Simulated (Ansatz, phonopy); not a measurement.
# How KF (Carobbiite, Fm-3m) expands on warming, part 4 of 5

Wanted: α(T), C_P(T) and B(T) of KF (Carobbiite) in the quasi-harmonic approximation.

What experiment has found for this phase:
- volume expansion coefficient 104.4 1e-6/K and heat capacity C_P per formula unit 49 J/mol/K near room temperature (given in “High-Throughput Prediction of Finite-Temperature Properties using the Quasi-Harmonic Approximation”, 2016, arXiv:1603.06924)
- volume expansion coefficient 95.1 1e-6/K near room temperature (given in “Descriptors for thermal expansion in solids”, 2017, arXiv:1701.03966)

Ansatz 0.2.0; DFT LDA, scalar-relativistic, plane waves, PAW (the session's first sound run).

So far, principal linear expansion coefficients at 298 K (× 1e-6/K): step 6 (phonons on strained cells, functional LDA, q-mesh 2×2×2) 32.1.

## Step 8: The quasi-harmonic study, q-mesh 4×4×4

Thermal expansion follows from how the free energy of the vibrations (and of the electrons in a metal) changes with strain, so the program makes strained cells, their phonons and a fit in one run.

This step: DFT LDA, scalar-relativistic, plane waves, PAW (Ansatz 0.2.0).

File input.yaml:

```yaml
crystal:
  lattice:
    - [0.0, 2.5810700582, 2.5810700582]
    - [2.5810700582, 0.0, 2.5810700582]
    - [2.5810700582, 2.5810700582, 0.0]
  atoms:
    - { symbol: K, position: [0.0, 0.0, 0.0] }
    - { symbol: F, position: [0.5, 0.5, 0.5] }
kpoints:
  mp_grid: { grid: [8, 8, 8] }
hamiltonian:
  xc: lda
scf:
  occupations: { method: fixed }
output:
  eigenvalues: true
phonons:
  method: dfpt
  qmesh: [4, 4, 4]
  temperatures: { t_max: 800.0, t_step: 50 }
  thermal_expansion: {}
```

Started as:

```console
$ ansatz run input.yaml --threads 4 --pin off --max-ram 16384MiB --backend cpu --events-out ev --progress --plain --runs-dir out
```

Numbers of over 12 decimals in the logs are rounded to 6 here.

Output:

```text
[...]
Crystal: 2 atoms, lattice volume = 34.390 Å³
Basis set: ecut = 487.2 eV, 869 PW (Γ), exchange–correlation on 54×54×54 points (8 copies of the dense FFT grid, shifted against one another)
Bands: 12, of which v1, the nominal top of the filled ones, is band 8 counted from 1 (7 counted from 0)
Symmetry: 48 space group operations
[...]
k-points: 29 of 512
[...]
SCF iter   1: F=—  HF=-2292.807424 eV  |F-HF|=—  |Δ(HF+E_count)|=         —  Δρ=1.59e-2  dr2=6.58e-2  ethr=1.77e-3  ⟨swp⟩=4.0  Hψ=1878  notcnv=0  defer=46
[...]
SCF iter   8: F=-2292.786284 eV  HF=-2292.786284 eV  |F-HF|=7.73e-12  |Δ(HF+E_count)|=  1.02e-10  Δρ=1.98e-7  dr2=8.28e-12  ethr=1.00e-12  ⟨swp⟩=6.9  Hψ=1913  notcnv=0
SCF 1 converged in 8 iterations: F = -2292.786284 eV  dr2 = 8.28e-12
[...]
relax step   1: F+E_penalty+E_count = -2292.78628417 eV  Δ(F+E_penalty+E_count) = +0.000e0 eV  max|allowed force component| = 1.637e-29 eV/Å  Δτ_max = 0.0000 Å  (8 SCF iters, accepted)
SCF converged after 8 iterations
Free energy (F): -2292.786284 eV
[...]
Internal energy: -2292.786284 eV  (E = F + TS)
E sigma→0 (E₀):  -2292.786284 eV
Fermi energy:    1.777896 eV
[...]
--- Stress (GPa, compression-positive) ---
        0.003638       0.000000       0.000000
       -0.000000       0.003638       0.000000
        0.000000       0.000000       0.003638
  P = ⅓ Tr σ = 0.0036 GPa (0.036 kbar)
--- Band table (eV; the first three rows and the last of 29) ---
  k-point 0: bands = [... 4 lower, -6.9725, 1.7779, 1.7779, 1.7779, 8.1458, 12.5743, 12.5743, 12.5743]
  k-point 1: bands = [... 4 lower, -6.9791, 1.6037, 1.7065, 1.7065, 8.6275, 12.2865, 12.8118, 12.8118]
  k-point 2: bands = [... 4 lower, -6.9947, 1.2392, 1.5388, 1.5388, 9.7879, 11.9373, 13.4093, 13.4093]
  k-point 28: bands = [... 4 lower, -7.0766, 1.2631, 1.6605, 1.6605, 11.5732, 11.5732, 13.4422, 15.7630]
── thermal expansion: 3 new cells, 3 in all ──
thermal expansion: relaxation of cell 2
thermal expansion: relaxation of cell 3
── thermal expansion: 2 new cells, 5 in all ──
thermal expansion: relaxation of cell 4
thermal expansion: lower-state search of cell 4
thermal expansion: phonons of cell 4
thermal expansion: relaxation of cell 5
thermal expansion: phonons of cell 5
── thermal expansion: 8 new cells, 13 in all ──
thermal expansion: relaxation of cell 6
thermal expansion: relaxation of cell 7
thermal expansion: relaxation of cell 8
thermal expansion: relaxation of cell 9
thermal expansion: relaxation of cell 10
thermal expansion: relaxation of cell 11
thermal expansion: relaxation of cell 12
thermal expansion: relaxation of cell 13
thermal expansion: phonons of cell 6
thermal expansion: phonons of cell 7
thermal expansion: phonons of cell 8
thermal expansion: phonons of cell 9
thermal expansion: phonons of cell 10
--- Relaxed structure (1 steps of the walk, 1 accepted, 0 SCFs on fresh bases) ---
  F+E_penalty+E_count = -2292.78628417 eV   max|allowed force component| = 1.637e-29 eV/Å
  atoms:
    - { symbol: K, position: [0.0, 0.0, 0.0] }
    - { symbol: F, position: [0.5, 0.5, 0.5] }
--- Thermal expansion: 13 cells in 3 rounds, 0 GPa ---
  no lower state was reached at cell 4
  without vibrations: a 3.65030, b 3.65030, c 3.65030 Å, V 34.3930 Å³, B 43.71 GPa
  at 0 K: a 3.66480, b 3.66480, c 3.66480 Å, V 34.8045 Å³, B 41.90 GPa
  zero-point expansion: a +0.397, b +0.397, c +0.397, V +1.196 %
[...]
0.00    3.66480    3.66480    3.66480    34.8045 |    0.00    0.00    0.00    0.00 |   57.91 |     0.000     0.000 |    41.90    41.90
   100.00    3.66703    3.66703    3.66703    34.8680 |   16.60   16.60   16.60   49.81 |   78.09 |    30.681    30.467 |    41.07    41.36
   200.00    3.67542    3.67542    3.67542    35.1080 |   27.16   27.16   27.16   81.47 |   88.60 |    44.675    43.582 |    38.93    39.91
   298.15    3.68614    3.68614    3.68614    35.4160 |   31.85   31.85   31.85   95.55 |       - |    49.087    46.963 |    36.58    38.24
   350.00    3.69243    3.69243    3.69243    35.5976 |   33.89   33.89   33.89  101.68 |   98.88 |    50.510    47.773 |    35.28    37.30
   450.00    3.70570    3.70570    3.70570    35.9828 |   37.92   37.92   37.92  113.77 |  105.39 |    52.755    48.638 |    32.61    35.37
   550.00    3.72064    3.72064    3.72064    36.4197 |   42.74   42.74   42.74  128.21 |  112.53 |    54.970    49.080 |    29.70    33.27
   650.00    3.73771    3.73771    3.73771    36.9234 |   49.21   49.21   49.21  147.62 |  120.97 |    57.667    49.335 |    26.45    30.92
   750.00    3.75784    3.75784    3.75784    37.5232 |   59.01   59.01   59.01  177.03 |  131.68 |    61.548    49.494 |    22.69    28.22
   800.00    3.76960    3.76960    3.76960    37.8766 |   66.35   66.35   66.35  199.06 |  138.44 |    64.394    49.553 |    20.52    26.67
[...]
vibrations' free energy: its fit leaves 0.0002 meV an atom at the most
  the electrons' free energy at temperature is not in it: every band gap is over 0.83 eV
  free energies summed between the sampled wave vectors
[...]
the FFT grids of the static calculations differ: 27 × 27 × 27, 30 × 30 × 30
  band gaps on the cells' k-points are 5.671 to 6.542 eV
```

The job ended after 9.4 min (4 threads of Arm Neoverse V1, shared host; peak memory 0.88 GiB).

Numbers from this step:

- volume expansion coefficient at 298 K: 95.55 1e-6/K
- C_P at 298 K: 24.54 J/mol-atom/K
- entropy at 298 K: 32.36 J/mol-atom/K
- isothermal bulk modulus at 298 K: 36.58 GPa
- Grüneisen parameter at 298 K: 1.587
- principal linear expansion coefficients at 298 K: 31.85, 31.85, 31.85 1e-6/K

Strained cells of the study; zero-point energy where phonons were solved; the pressures are stresses at a fixed cutoff and can carry an offset from the finite basis. Expansion cells, by row:

| cell | \|a\| (Å) | \|b\| (Å) | \|c\| (Å) | V (Å³/atom) | E - E_lowest (meV/atom) | pressure, compression positive (GPa) | gap (eV) | zero-point energy (meV/atom) |
| --- | --- | --- | --- | --- | --- | --- | --- | --- |
| 1 | 3.65 | 3.65 | 3.65 | 17.19 | 0 | -0.007 | 6.368 | - |
| 2 | 3.679 | 3.679 | 3.679 | 17.61 | 1.3 | -0.992 | 6.232 | - |
| 3 | 3.621 | 3.621 | 3.621 | 16.79 | 1.384 | 1.102 | 6.508 | - |
| 4 | 3.651 | 3.651 | 3.651 | 17.2 | 0.001 | -0.024 | 6.366 | 33.04 |
| 5 | 3.669 | 3.669 | 3.669 | 17.46 | 0.536 | -0.652 | 6.28 | 32.22 |
| 6 | 3.677 | 3.677 | 3.677 | 17.57 | 1.082 | -0.91 | 6.244 | 31.87 |
| 7 | 3.703 | 3.703 | 3.703 | 17.95 | 4.18 | -1.703 | 6.125 | 30.7 |
| 8 | 3.73 | 3.73 | 3.73 | 18.34 | 9.169 | -2.411 | 6.01 | 29.55 |
| 9 | 3.756 | 3.756 | 3.756 | 18.74 | 15.92 | -3.041 | 5.898 | 28.41 |
| 10 | 3.783 | 3.783 | 3.783 | 19.15 | 24.32 | -3.598 | 5.789 | 27.27 |
| 11 | 3.614 | 3.614 | 3.614 | 16.69 | 2.123 | 1.384 | 6.542 | - |
| 12 | 3.632 | 3.632 | 3.632 | 16.95 | 0.513 | 0.654 | 6.453 | - |
| 13 | 3.814 | 3.814 | 3.814 | 19.61 | 35.5 | -4.142 | 5.671 | - |

Quasi-harmonic; a, b, c are the run's own cell vectors. Expansion, by row:

| T (K) | a (Å) | b (Å) | c (Å) | alpha (deg) | beta (deg) | gamma (deg) | cell volume (Å³/cell) | alpha_a (1e-6/K) | alpha_b (1e-6/K) | alpha_c (1e-6/K) | alpha_V (1e-6/K) | C_P (J/mol-atom/K) | C_V (J/mol-atom/K) | S (J/mol-atom/K) | B_T (GPa) | B_S (GPa) | Grueneisen | extrapolation | fit error (1e-6/K) |
| --- | --- | --- | --- | --- | --- | --- | --- | --- | --- | --- | --- | --- | --- | --- | --- | --- | --- | --- | --- |
| 0 | 3.665 | 3.665 | 3.665 | 60 | 60 | 60 | 34.8 | 0 | 0 | 0 | 0 | 0 | 0 | 0 | 41.9 | 41.9 | - | 0 | 0 |
| 50 | 3.665 | 3.665 | 3.665 | 60 | 60 | 60 | 34.81 | 4.73 | 4.73 | 4.73 | 14.19 | 5.875 | 5.871 | 2.365 | 41.79 | 41.82 | 1.059 | 0 | 0.04 |
| 100 | 3.667 | 3.667 | 3.667 | 60 | 60 | 60 | 34.87 | 16.6 | 16.6 | 16.6 | 49.81 | 15.34 | 15.23 | 9.636 | 41.07 | 41.36 | 1.41 | 0 | 0.11 |
| 150 | 3.671 | 3.671 | 3.671 | 60 | 60 | 60 | 34.97 | 23.34 | 23.34 | 23.34 | 70.02 | 20.02 | 19.71 | 16.86 | 40.05 | 40.68 | 1.499 | 0 | 0.13 |
| 200 | 3.675 | 3.675 | 3.675 | 60 | 60 | 60 | 35.11 | 27.16 | 27.16 | 27.16 | 81.47 | 22.34 | 21.79 | 22.97 | 38.93 | 39.91 | 1.539 | 0 | 0.08 |
| 250 | 3.681 | 3.681 | 3.681 | 60 | 60 | 60 | 35.26 | 29.78 | 29.78 | 29.78 | 89.35 | 23.68 | 22.88 | 28.11 | 37.76 | 39.08 | 1.566 | 0 | 0.05 |
| 298.1 | 3.686 | 3.686 | 3.686 | 60 | 60 | 60 | 35.42 | 31.85 | 31.85 | 31.85 | 95.55 | 24.54 | 23.48 | 32.36 | 36.58 | 38.24 | 1.587 | 0 | 0.16 |
| 300 | 3.686 | 3.686 | 3.686 | 60 | 60 | 60 | 35.42 | 31.92 | 31.92 | 31.92 | 95.77 | 24.57 | 23.5 | 32.51 | 36.54 | 38.21 | 1.588 | 0 | 0.17 |
| 350 | 3.692 | 3.692 | 3.692 | 60 | 60 | 60 | 35.6 | 33.89 | 33.89 | 33.89 | 101.7 | 25.25 | 23.89 | 36.35 | 35.28 | 37.3 | 1.61 | 0 | 0.25 |
| 400 | 3.699 | 3.699 | 3.699 | 60 | 60 | 60 | 35.78 | 35.86 | 35.86 | 35.86 | 107.6 | 25.84 | 24.14 | 39.76 | 33.97 | 36.36 | 1.631 | 0 | 0.25 |
| 450 | 3.706 | 3.706 | 3.706 | 60 | 60 | 60 | 35.98 | 37.92 | 37.92 | 37.92 | 113.8 | 26.38 | 24.32 | 42.84 | 32.61 | 35.37 | 1.653 | 0 | 0.16 |
| 500 | 3.713 | 3.713 | 3.713 | 60 | 60 | 60 | 36.19 | 40.19 | 40.19 | 40.19 | 120.6 | 26.92 | 24.45 | 45.64 | 31.19 | 34.35 | 1.677 | 0 | 0.1 |
| 550 | 3.721 | 3.721 | 3.721 | 60 | 60 | 60 | 36.42 | 42.74 | 42.74 | 42.74 | 128.2 | 27.48 | 24.54 | 48.23 | 29.7 | 33.27 | 1.702 | 0 | 0.3 |
| 600 | 3.729 | 3.729 | 3.729 | 60 | 60 | 60 | 36.66 | 45.69 | 45.69 | 45.69 | 137.1 | 28.11 | 24.61 | 50.65 | 28.13 | 32.13 | 1.73 | 0 | 0.4 |
| 650 | 3.738 | 3.738 | 3.738 | 60 | 60 | 60 | 36.92 | 49.21 | 49.21 | 49.21 | 147.6 | 28.83 | 24.67 | 52.93 | 26.45 | 30.92 | 1.76 | 0 | 0.22 |
| 700 | 3.747 | 3.747 | 3.747 | 60 | 60 | 60 | 37.21 | 53.52 | 53.52 | 53.52 | 160.6 | 29.7 | 24.71 | 55.1 | 24.65 | 29.63 | 1.795 | 0 | 0.52 |
| 750 | 3.758 | 3.758 | 3.758 | 60 | 60 | 60 | 37.52 | 59.01 | 59.01 | 59.01 | 177 | 30.77 | 24.75 | 57.18 | 22.69 | 28.22 | 1.834 | 0 | 1.09 |
| 800 | 3.77 | 3.77 | 3.77 | 60 | 60 | 60 | 37.88 | 66.35 | 66.35 | 66.35 | 199.1 | 32.2 | 24.78 | 59.21 | 20.52 | 26.67 | 1.881 | 0 | 0.57 |

Expansion coefficient against temperature; values in 1e-6/K:

| temperature (K) | volume | principal 1 |
| --- | --- | --- |
| 0 | 0 | 0 |
| 50 | 14.2 | 4.73 |
| 100 | 49.8 | 16.6 |
| 150 | 70.0 | 23.3 |
| 200 | 81.5 | 27.2 |
| 250 | 89.3 | 29.8 |
| 298 | 95.5 | 31.9 |
| 300 | 95.8 | 31.9 |
| 350 | 102 | 33.9 |
| 400 | 108 | 35.9 |
| 450 | 114 | 37.9 |
| 500 | 121 | 40.2 |
| 550 | 128 | 42.7 |
| 600 | 137 | 45.7 |
| 650 | 148 | 49.2 |
| 700 | 161 | 53.5 |
| 750 | 177 | 59.0 |
| 800 | 199 | 66.3 |

Changing the q-mesh (2×2×2 → 4×4×4) takes the volume expansion at 298 K from 96.2 to 95.5 × 10⁻⁶/K and B_T from 36.6 to 36.6 GPa.

## Step 9: Free-energy fit

This step: DFT LDA, scalar-relativistic, plane waves, PAW (phonopy 4.10.0).

This step gave:

```yaml
volume_expansion_coefficient_at_300_k: 95.54 1e-6/K
isothermal_bulk_modulus_at_300_k: 36.56 GPa
c_p_at_300_k: 24.64 J/mol-atom/K
grueneisen_parameter_at_300_k: 1.585
```

Energy (each curve on its own zero) against volume; values in meV/atom:

| volume (Å³/atom) | static | F at 0 K | F at 300 K | F at 800 K |
| --- | --- | --- | --- | --- |
| 17.201 | 0 | 2.61 | 6.49 | 16.4 |
| 17.461 | 0.54 | 2.32 | 5.12 | 12.2 |
| 17.574 | 1.08 | 2.51 | 4.83 | 10.6 |
| 17.954 | 4.18 | 4.45 | 5.08 | 6.52 |
| 18.343 | 9.17 | 8.28 | 7.09 | 3.95 |
| 18.741 | 15.9 | 13.9 | 10.7 | 2.75 |
| 19.146 | 24.3 | 21.1 | 15.8 | 2.76 |

Phonopy-qha, vinet fit of F(V) at each temperature. Qha vinet, by row:

| T (K) | fitted volume (Å³/atom) | alpha_V (1e-6/K) | B_T (GPa) | C_P (J/mol-atom/K) | Grueneisen |
| --- | --- | --- | --- | --- | --- |
| 100 | 17.43 | 46.99 | 41.11 | 14.94 | 1.332 |
| 150 | 17.49 | 68.49 | 40.11 | 20.02 | 1.468 |
| 200 | 17.55 | 80.72 | 38.99 | 22.42 | 1.527 |
| 250 | 17.63 | 88.93 | 37.8 | 23.76 | 1.56 |
| 300 | 17.71 | 95.54 | 36.56 | 24.64 | 1.585 |
| 350 | 17.8 | 101.6 | 35.27 | 25.32 | 1.608 |
| 400 | 17.89 | 107.7 | 33.92 | 25.89 | 1.631 |
| 450 | 17.99 | 114.1 | 32.53 | 26.43 | 1.654 |
| 500 | 18.1 | 121.2 | 31.07 | 26.96 | 1.679 |
| 550 | 18.21 | 129.1 | 29.57 | 27.54 | 1.706 |
| 600 | 18.33 | 138.2 | 28 | 28.17 | 1.735 |
| 650 | 18.46 | 148.7 | 26.36 | 28.89 | 1.767 |
| 700 | 18.61 | 161.2 | 24.66 | 29.74 | 1.803 |
| 750 | 18.76 | 176.3 | 22.89 | 30.76 | 1.843 |

Table of volume expansion coefficient by temperature; values in 1e-6/K:

| temperature (K) | phonopy-qha, Vinet | Ansatz's own study |
| --- | --- | --- |
| 100 | 47.0 | 49.8 |
| 150 | 68.5 | 70.0 |
| 200 | 80.7 | 81.5 |
| 250 | 88.9 | 89.3 |
| 300 | 95.5 | 95.8 |
| 350 | 102 | 102 |
| 400 | 108 | 108 |
| 450 | 114 | 114 |
| 500 | 121 | 121 |
| 550 | 129 | 128 |
| 600 | 138 | 137 |
| 650 | 149 | 148 |
| 700 | 161 | 161 |
| 750 | 176 | 177 |

The fit gives a volume expansion of 95.5 × 10⁻⁶/K at 300 K, against 95.5 at 298 K from the study itself, whose static fit uses more cells.

(Part 4 of 5 ends here.)

[Logs are printed without paths, hosts, clocks, repeated set-up lines and the standing remarks that a program may print on its own settings, such as how far it seeks lower states.]

[Hosts, paths, dates, database ids (printed as entryN), source tags and the programs' standing remarks are cut or masked in the printed files.]

[A step with changed settings may run another functional than the one named; its input shows which.]
